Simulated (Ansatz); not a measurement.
# Li on Au(111): change of the work function, part 3 of 3

Aim: the work function of Au(111) at several coverages of Li (fcc site), and the dipole that each adsorbate carries.

Ansatz 0.2.0; plane-wave DFT, PBE, Ansatz PAW.

So far, work function, upper face (eV): step 2 (the clean slab) 5.16; step 3 (17 atoms, coverage 0.25 ML, cell 2x2) 2.33.

## (4) The covered slab, k-mesh 12×12×1, coverage 1 ML

System of this step: Li/Au(111). The cell holds 5 atoms: 4 Au and 1 Li. Cell: a = 2.885 Å, b = 2.885 Å, c = 27.441 Å, α = 90.0°, β = 90.0°, γ = 60.0°. Vacuum lies along c.

Another coverage, to see how the dipoles act on each other as their distance changes.

Input file input.yaml:

```yaml
crystal:
  lattice:
    - [2.8849956672, 0.0, 0.0]
    - [1.4424978336, 2.4984795376, 0.0]
    - [0.0, 0.0, 27.4414261998]
  atoms:
    - { symbol: Au, position: [0.0, 0.0, 0.3279712918] }
    - { symbol: Au, position: [0.3333333333, 0.3333333333, 0.413811914] }
    - { symbol: Au, position: [0.6666666667, 0.6666666667, 0.5026194547] }
    - { symbol: Au, position: [0.0, 0.0, 0.5937041789] }
    - { symbol: Li, position: [0.3333333333, 0.3333333333, 0.6720287082] }
kpoints:
  mp_grid: { grid: [12, 12, 1] }
hamiltonian:
  xc: pbe
scf:
  occupations: { method: fermi_dirac, width: 0.1 }
  convergence: { dr2_threshold: 1.0e-08 }
efield:
  axis: 3
  dipole_correction: true
  ramp_position: 0.97
  ramp_width: 0.06
relax:
  f_tol: 0.02
  max_steps: 60
  constraints: [{ sites: [0, 1] }]
output:
  write_potential: true
  write_density: true
  volumetric_format: npy
```

The run is started by

```console
> ansatz run input.yaml --threads 4 --pin off --max-ram 6144MiB --backend cpu --events-out ev --progress --plain --runs-dir out
```

Numbers of over 12 decimals in the logs are rounded to 6 here.

The program printed:

```text
[...]
Crystal: 5 atoms, lattice volume = 197.801 Å³
Basis set: ecut = 420 eV, 3871 PW (Γ), exchange–correlation on 40×40×384 points (8 copies of the dense FFT grid, shifted against one another)
Bands: 48, of which v1, the nominal top of the filled ones, is band 40 counted from 1 (39 counted from 0)
Symmetry: 6 space group operations
[...]
k-points: 19 of 144 (time reversal used)
[...]
SCF iter   1: F=—  HF=-52801.908143 eV  |F-HF|=—  |Δ(HF+E_count)|=         —  Δρ=4.71e-3  dr2=1.79e0  ethr=1.77e-3  p=0.056 e·Å  D=5.11e-2 V/Å  ΔV_dip=-1.40 eV  dr2_dipole=6.52e-1  V_vac-E_F(+/−)=3.51/4.92 eV  ⟨swp⟩=9.0  Hψ=4019  notcnv=0  defer=14
[...]
SCF iter  10: F=-52801.858838 eV  HF=-52801.858838 eV  |F-HF|=5.31e-10  |Δ(HF+E_count)|=   8.69e-9  Δρ=9.30e-7  dr2=5.36e-9  ethr=1.27e-11  p=0.058 e·Å  D=5.28e-2 V/Å  ΔV_dip=-1.45 eV  dr2_dipole=1.28e-10  V_vac-E_F(+/−)=3.73/5.17 eV  ⟨swp⟩=9.7  Hψ=6068  notcnv=0
SCF 1 converged in 10 iterations: F = -52801.858838 eV  dr2 = 5.36e-9
[...]
relax step   1: F+E_penalty+E_count = -52801.85883829 eV  Δ(F+E_penalty+E_count) = +0.000e0 eV  max|allowed force component| = 3.750e-1 eV/Å  Δτ_max = 0.0000 Å  (10 SCF iters, accepted)
[...]
SCF iter  10: F=-52801.874695 eV  HF=-52801.874695 eV  |F-HF|=1.23e-8  |Δ(HF+E_count)|=   2.00e-8  Δρ=1.64e-6  dr2=8.23e-9  ethr=7.44e-12  p=0.066 e·Å  D=6.06e-2 V/Å  ΔV_dip=-1.66 eV  dr2_dipole=9.33e-12  V_vac-E_F(+/−)=3.51/5.18 eV  ⟨swp⟩=8.1  Hψ=6458  notcnv=0
SCF 2 converged in 10 iterations: F = -52801.874695 eV  dr2 = 8.23e-9
relax step   2: F+E_penalty+E_count = -52801.87469544 eV  Δ(F+E_penalty+E_count) = -1.586e-2 eV  max|allowed force component| = 2.949e-1 eV/Å  Δτ_max = 0.1148 Å  (10 SCF iters, accepted)
SCF iter   1: F=—  HF=-52801.886889 eV  |F-HF|=—  |Δ(HF+E_count)|=         —  Δρ=2.31e-3  dr2=1.29e-2  ethr=1.77e-4  p=0.066 e·Å  D=6.06e-2 V/Å  ΔV_dip=-1.66 eV  dr2_dipole=2.38e-3  V_vac-E_F(+/−)=3.51/5.17 eV  ⟨swp⟩=4.3  Hψ=2249  notcnv=0  defer=28
[...]
SCF iter  11: F=-52801.884977 eV  HF=-52801.884977 eV  |F-HF|=2.62e-10  |Δ(HF+E_count)|=   4.87e-9  Δρ=5.10e-7  dr2=1.89e-9  ethr=1.27e-11  p=0.064 e·Å  D=5.82e-2 V/Å  ΔV_dip=-1.60 eV  dr2_dipole=3.85e-10  V_vac-E_F(+/−)=3.58/5.17 eV  ⟨swp⟩=9.3  Hψ=5786  notcnv=0
SCF 3 converged in 11 iterations: F = -52801.884977 eV  dr2 = 1.89e-9
relax step   3: F+E_penalty+E_count = -52801.88497694 eV  Δ(F+E_penalty+E_count) = -1.028e-2 eV  max|allowed force component| = 3.341e-2 eV/Å  Δτ_max = 0.0664 Å  (11 SCF iters, accepted)
SCF iter   1: F=—  HF=-52801.885372 eV  |F-HF|=—  |Δ(HF+E_count)|=         —  Δρ=4.76e-4  dr2=2.28e-3  ethr=1.39e-5  p=0.064 e·Å  D=5.82e-2 V/Å  ΔV_dip=-1.60 eV  dr2_dipole=6.12e-7  V_vac-E_F(+/−)=3.58/5.17 eV  ⟨swp⟩=2.2  Hψ=1760  notcnv=0  defer=29
[...]
SCF iter   8: F=-52801.885224 eV  HF=-52801.885224 eV  |F-HF|=3.89e-9  |Δ(HF+E_count)|=   9.34e-9  Δρ=7.35e-7  dr2=3.70e-9  ethr=1.27e-11  p=0.063 e·Å  D=5.76e-2 V/Å  ΔV_dip=-1.58 eV  dr2_dipole=1.36e-11  V_vac-E_F(+/−)=3.59/5.17 eV  ⟨swp⟩=9.4  Hψ=5912  notcnv=0
SCF 4 converged in 8 iterations: F = -52801.885224 eV  dr2 = 3.70e-9
relax step   4: F+E_penalty+E_count = -52801.88522425 eV  Δ(F+E_penalty+E_count) = -2.473e-4 eV  max|allowed force component| = 1.124e-2 eV/Å  Δτ_max = 0.0189 Å  (8 SCF iters, accepted)
[...]
SCF converged after 8 iterations
Free energy (F): -52801.885224 eV
[...]
Internal energy: -52801.821754 eV  (E = F + TS)
E sigma→0 (E₀):  -52801.853489 eV
Entropy (-TS):   -0.063470 eV (-12.694 meV/atom)
Fermi energy:    4.770843 eV
Dipole field:    D = 0.057592 V/Å  (p = 0.062955 e·Å, saw-weighted, corrected)
Work function:   Φ+ = 3.5938 eV   Φ− = 5.1743 eV
[...]
--- Forces (eV/Å), atoms counted from 1 ---
  atom   1  Au    -0.00000000     0.00000000    -0.48983862
  atom   2  Au     0.00000000    -0.00000000     0.48434692
  atom   3  Au     0.00000000    -0.00000000     0.01124027
  atom   4  Au     0.00000000    -0.00000000    -0.00549382
  atom   5  Li     0.00000000    -0.00000000    -0.00022738
  max |Σ_I F_I| component: 2.74e-5 eV/Å
--- Band table (eV; the first three rows and the last of 19) ---
  k-point 0: bands = [... 36 lower, 2.2238, 2.2369, 2.2369, 2.7062, 2.7062, 3.9922, 4.7267, 7.9516, ... 4 higher]
  k-point 1: bands = [... 36 lower, 1.9279, 2.2375, 2.3767, 2.7124, 3.0057, 4.2641, 5.2344, 8.1062, ... 4 higher]
  k-point 2: bands = [... 36 lower, 1.7788, 2.2259, 2.4563, 2.7250, 3.7003, 4.7971, 6.3613, 8.5673, ... 4 higher]
  k-point 18: bands = [... 36 lower, 2.6064, 6.4639, 7.3231, 7.7059, 7.9479, 8.2553, 8.9864, 9.3736, ... 4 higher]
--- Relaxed structure (4 steps of the walk, 4 accepted, 0 SCFs on fresh bases) ---
  F+E_penalty+E_count = -52801.88522425 eV   max|allowed force component| = 1.124e-2 eV/Å
  atoms:
[...]
- { symbol: Au, position: [0.333333, 0.333333, 0.413811914] }
    - { symbol: Au, position: [0.666667, 0.666667, 0.503229] }
[...]
- { symbol: Li, position: [0.333333, 0.333333, 0.668552] }
```

Run time: 17 s. Hardware: 4 threads of Arm Neoverse V2, shared host; peak memory 0.55 GiB; 67 s of CPU time.

Step by step:

```tsv
step	energy less that of the first step (eV)	largest force component (eV/Å)
1	0.0000	0.3750
2	-0.0159	0.2949
3	-0.0261	0.0334
4	-0.0264	0.0112
```

Forces are held to the 6 operations that the run works with; a distortion that breaks them can't arise in this run.

The atoms that moved most (Å):

```tsv
atom	dx	dy	dz	length
Li5	0.000	0.000	-0.095	0.095
Au4	0.000	0.000	0.052	0.052
Au3	0.000	0.000	0.017	0.017
```

The relaxed structure:

```
Au Li
1.0
     2.88500    0.00000    0.00000
     1.44250    2.49848    0.00000
     0.00000    0.00000   27.44143
Au Li
4 1
Direct
  0.00000 0.00000 0.32797
  0.33333 0.33333 0.41381
  0.66667 0.66667 0.50323
  0.00000 0.00000 0.59561
  0.33333 0.33333 0.66855
```

Numbers from this step:

- energy at zero smearing: -52801.8535 eV
- work function, upper face: 3.594 eV
- work function, lower face: 5.174 eV
- dipole along the normal: 0.06296 e·Å
- step between the vacuum levels: -1.580 eV

Running mean over 2.356 Å of the planar mean; the ramp of the sawtooth is left out. Electron's electrostatic potential energy less the Fermi level against z:

```tsv
z (Å)	electron's electrostatic potential energy less the Fermi level (eV)
4	5.17
5	5.17
6	5.11
7	4.13
8	-3.37
9	-8.20
10	-8.58
11	-8.70
12	-8.16
13	-7.91
14	-8.37
15	-7.09
16	-8.37
17	-8.25
18	-3.26
19	-1.19
20	1.99
21	3.29
22	3.55
23	3.59
24	3.59
```

The relaxation took 4 steps and lowered the energy by 0.026 eV; the largest force on the free atoms ends at 0.011 eV/Å.

The covered face has 3.59 eV, -1.57 eV against the clean one; the bare back face has moved by +0.08 eV, a measure of how thin the slab is.

## (5) Work function against coverage

This step: plane-wave DFT, PBE, Ansatz PAW; work function against coverage (Ansatz 0.2.0).

The runs are now put side by side.

Numbers from this step:

```yaml
work_function_of_the_clean_face: 5.161 eV
largest_change_of_the_work_function: -2.832 eV
```

The work function of the covered face by coverage:

```tsv
coverage (adsorbates/nm²)	work function of the covered face (eV)
0.00	5.16
3.47	2.33
13.87	3.59
```

The dipole per adsorbate comes from the change of the cell's dipole. Coverage, by row:

```tsv
coverage (1/nm²)	coverage (ML)	work function (eV)	change (eV)	dipole per adsorbate, positive end outwards (debye)	mean height of the added atoms over the highest substrate atom (Å)
3.468	0.25	2.329	-2.832	2.211	1.81
13.87	1	3.594	-1.567	0.316	2.002
```

## (6) Results

| Quantity | Value |
| --- | --- |
| work function of the clean face | 5.16 eV |
| work function at 0.25 ML | 2.33 eV |
| work function at 1 ML | 3.59 eV |
| dipole per adsorbate at 0.25 ML, positive end outwards | 2.21 D |

**Reading.** Li lowers the work function of Au(111) at the lowest coverage, by 2.83 eV: the adsorbate layer has its positive end outwards. The slab has 4 layers, at the tabulated experimental lattice constant, one starting site was run, and quantum-size effects of a slab this thin can reach one or two tenths of an eV.

[Logs are printed without paths, hosts, clocks, repeated set-up lines and the standing remarks that a program may print on its own settings, such as how far it seeks lower states.]

[Hosts, paths, dates, database ids (printed as entryN), source tags and the programs' standing remarks are cut or masked in the printed files.]

[Maps of the electrostatic potential energy from Ansatz leave out the sawtooth potential of an applied field or a dipole correction, so their vacuum need not be flat; planar profiles and work functions include it.]
